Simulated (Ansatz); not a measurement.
# SnOs (hypothetical, Pm-3m): phonons at finite temperature, part 3 of 3

How do the phonons of SnOs (hypothetical) change with temperature at fixed cell? The crystal structure is hypothetical: it was made by swapping elements on a known structure type.

Ansatz 0.2.0; DFT PBEsol, scalar-relativistic, plane waves, PAW; PAW set soft_1.

So far. Step 2 (A first coarse run): The start is under 126 GPa at this level and looks like a metal on this mesh. Step 5 (Tight relaxation): The residual pressure is -8.7e-5 GPa, small enough for phonons. The relaxed cell has a = 3.215 Å (conventional setting).

## Step 6: Sampling the crystal at temperature (continued)

700 K; each column in its own order of rank; one wavevector of each set of like ones; translations left out; no LO-TO term. Modes at 700K, by row, the first 40 of 57 rows:

```tsv
q1	q2	q3	rank	harmonic (cm⁻¹)	gaussian (cm⁻¹)	gaussian error (cm⁻¹)	hessian (cm⁻¹)	hessian error (cm⁻¹)	path integral (cm⁻¹)	path integral error (cm⁻¹)
0	0	0	1	152.1	162.6	0.2	155.1	0.3	155.6	0.6
0	0	0	2	152.1	162.6	0.2	155.1	0.3	155.6	0.6
0	0	0	3	152.1	162.6	0.2	155.1	0.3	155.6	0.6
0	0	0.25	1	57.6	60.5	0	57.1	0.1	57.1	0.1
0	0	0.25	2	57.6	60.5	0	57.1	0.1	57.1	0.1
0	0	0.25	3	108.4	107.3	0.2	104.2	0.2	104.1	0.3
0	0	0.25	4	147.8	155.3	0.2	147.8	0.2	147.8	0.3
0	0	0.25	5	147.8	155.3	0.2	147.8	0.2	147.8	0.3
0	0	0.25	6	211.2	212.7	0.3	207.2	0.4	207	0.3
0	0	0.5	1	88.3	96.9	0.2	91.8	0.3	92	0.3
0	0	0.5	2	88.3	96.9	0.2	91.8	0.3	92	0.3
0	0	0.5	3	134.7	140	0.1	132.7	0.1	132.3	0.3
0	0	0.5	4	134.7	140	0.1	132.7	0.1	132.3	0.3
0	0	0.5	5	139.7	140.1	0.2	135.5	0.4	135.8	0.4
0	0	0.5	6	239.8	238.6	0.5	234.4	0.5	234.1	0.7
0	0.25	0.25	1	73.2	78.5	0.1	75.1	0.2	75.1	0.1
0	0.25	0.25	2	83.9	78.9	0.1	77.5	0.1	77.2	0.1
0	0.25	0.25	3	124.4	125.6	0.2	121	0.2	120.9	0.2
0	0.25	0.25	4	137.4	145.1	0.1	137.6	0.1	137.5	0.3
0	0.25	0.25	5	181.9	189.9	0.1	183	0.2	183.2	0.3
0	0.25	0.25	6	189.2	191.1	0.1	185.5	0.2	185.4	0.3
0	0.25	0.5	1	98.5	103.9	0.1	99.5	0.2	99.6	0.2
0	0.25	0.5	2	112.4	110.2	0.1	107.2	0.1	106.8	0.2
0	0.25	0.5	3	122.7	119.3	0.1	116.3	0.2	116	0.2
0	0.25	0.5	4	126.1	131.8	0.1	124.7	0.2	124.6	0.2
0	0.25	0.5	5	183.1	189.8	0.1	183.5	0.2	183.2	0.3
0	0.25	0.5	6	206.9	212.2	0.2	207.1	0.2	206.9	0.2
0	0.5	0.5	1	107	106.3	0.2	105.4	0.2	105	0.2
0	0.5	0.5	2	111.2	106.3	0.2	105.4	0.2	105	0.2
0	0.5	0.5	3	111.2	111.6	0.3	107.9	0.5	107.9	0.4
0	0.5	0.5	4	116.9	123.5	0.2	116.6	0.3	116.4	0.4
0	0.5	0.5	5	204.2	211.6	0.2	205.8	0.2	205.8	0.3
0	0.5	0.5	6	204.2	211.6	0.2	205.8	0.2	205.8	0.3
0.25	0.25	0.25	1	96.9	95.5	0.1	92.3	0.1	91.9	0.1
0.25	0.25	0.25	2	96.9	95.5	0.1	92.3	0.1	91.9	0.1
0.25	0.25	0.25	3	122	121.6	0.2	118	0.2	117.5	0.2
0.25	0.25	0.25	4	172.5	179.4	0.1	172.4	0.1	172.3	0.2
0.25	0.25	0.25	5	172.5	179.4	0.1	172.4	0.1	172.3	0.2
0.25	0.25	0.25	6	174.1	179.5	0.2	173.7	0.2	173.7	0.4
0.25	0.25	0.5	1	102.6	102.2	0.1	99.5	0.1	99.2	0.2
```

By temperature, by row:

```tsv
T (K)	verdict	pressure (GPa)	error (GPa)	vibrational free energy (eV/cell)	entropy (J/mol-cell/K)	free energy beyond the Gaussian (eV/cell)	mean-square displacement of the first Sn, sum over three axes, rings (Å²)	rings doubtful
150	stable	0.898	0.008	0.02455	41.73	-2.28e-4	0.005167	false
300	stable	1.666	0.027	-0.06721	73.27	-8.52e-4	0.009457	false
450	stable	2.463	0.028	-0.1973	92.79	-0.00194	0.01401	false
600	stable	3.256	0.03	-0.3529	106.7	-0.00334	0.01875	false
700	stable	3.804	0.033	-0.4674	114.2	-0.00449	0.02195	false
```

The lowest frequency on the supercell's wavevectors (translations apart) by temperature:

```tsv
temperature (K)	harmonic (cm⁻¹)	gaussian (cm⁻¹)	hessian (cm⁻¹)	path integral (cm⁻¹)
150	57.6	58.5	57.6	57.6
300	57.6	59.1	57.5	57.5
450	57.6	59.6	57.3	57.3
600	57.6	60.2	57.3	57.2
700	57.6	60.5	57.1	57.0
```

Free-energy Hessian at 700 K, interpolated by phonopy, no LO-TO term. The phonon branches at the labelled points (cm⁻¹):

```tsv
point	branch 1	branch 2	branch 3	branch 4	branch 5	branch 6
Γ	0	0	0	155	155	155
halfway	57	57	104	148	148	207
X	92	92	133	133	136	234
halfway	100	107	116	125	184	207
M	105	105	108	117	206	206
halfway	75	78	121	138	183	186
Γ	0	0	0	155	155	155
halfway	92	92	118	172	172	174
R	137	137	137	184	184	184
halfway	100	113	115	160	178	198
X	92	92	133	133	136	234
jump to M	105	105	108	117	206	206
halfway	115	115	120	155	196	196
R	137	137	137	184	184	184
```

The phonon branches as a text plot (rows in cm⁻¹):

```
    230 |     ****                                      **
    220 |    *    **                                  **
    210 |   *       *  *
    200 |            ** ***                         **    ****
    190 |  *               *               ***  ****          **
    181 |           *       ***           ***********          **
    171 | *        *           *     *****        ** *        *
    161 |*        *             ** ***              * **
    151 |****                  ****                  *  *    *
    142 |    **  *          ***                       **    *
    132 |     ******       *                 *****      ** *   **
    122 |    *   *  **  *** **          ** **    ***    * *  **
    112 |         ********            **  ***     ****    ****
    103 |   *     * *******   *                     ****  **
     93 |      *****       *            **              **
     83 |  *  *                      *
     73 |    *              ** *      **
     63 | *                   *
     54 |   *                 *      *
     44 |  *                   *** **
     34 |**                        **
     24 |                       **
     15 |*
      5 |                         *
         Γ      X      M          Γ            R        X|M     R
```

The lowest frequency on the supercell's wavevectors (translations apart) is 57.6 cm⁻¹ at 300 K (harmonic); 59.1 cm⁻¹ at 300 K (gaussian); 57.5 cm⁻¹ at 300 K (hessian). On this path the spectrum ends at 234 cm⁻¹ (at X).

## Step 7: Results

| Property | Result |
| --- | --- |
| 150 K | stable; softest mode 57.6 cm⁻¹ (harmonic 57.6); pressure 0.898 GPa |
| 300 K | stable; softest mode 57.5 cm⁻¹ (harmonic 57.6); pressure 1.67 GPa |
| 450 K | stable; softest mode 57.3 cm⁻¹ (harmonic 57.6); pressure 2.46 GPa |
| 600 K | stable; softest mode 57.3 cm⁻¹ (harmonic 57.6); pressure 3.26 GPa |
| 700 K | stable; softest mode 57.1 cm⁻¹ (harmonic 57.6); pressure 3.80 GPa |

In words: At fixed cell SnOs (hypothetical) is judged stable at 150 K, stable at 300 K, stable at 450 K, stable at 600 K and stable at 700 K. The crystal is harmonically stable on these wavevectors; at fixed cell its lowest frequency is 57.6 cm⁻¹ in the harmonic picture and 57.1 cm⁻¹ from the free energy at 700 K. The free-energy curvature lies below the Gaussian's frequency because the cubic (bubble) term lowers it; of these two only the curvature can turn negative. At 700 K the largest relative shift among harmonically stable modes above 20 cm⁻¹ that exceeds three times its error is at q = (0, 0.25, 0.25): 83.9 cm⁻¹ becomes 77.5 ± 0.1 cm⁻¹, matching modes by rank. The pressure column includes -0.080 GPa of the lattice at rest on the supercell's coarser k-mesh; in the Gaussian the ions' motion adds +3.88 GPa at 700 K, from the supercell's own modes alone. The cell is held fixed, the 128-atom supercell samples only its own wavevectors, and linewidths are not included; the verdicts are statistical. The PAW files were made for PBE and are used here under another functional, for which the program regenerates the frozen cores.

[Logs are printed without paths, hosts, clocks, repeated set-up lines and the standing remarks that a program may print on its own settings, such as how far it seeks lower states.]

[Hosts, paths, dates, database ids (printed as entryN), source tags and the programs' standing remarks are cut or masked in the printed files.]

[A step with changed settings may run another functional than the one named; its input shows which.]
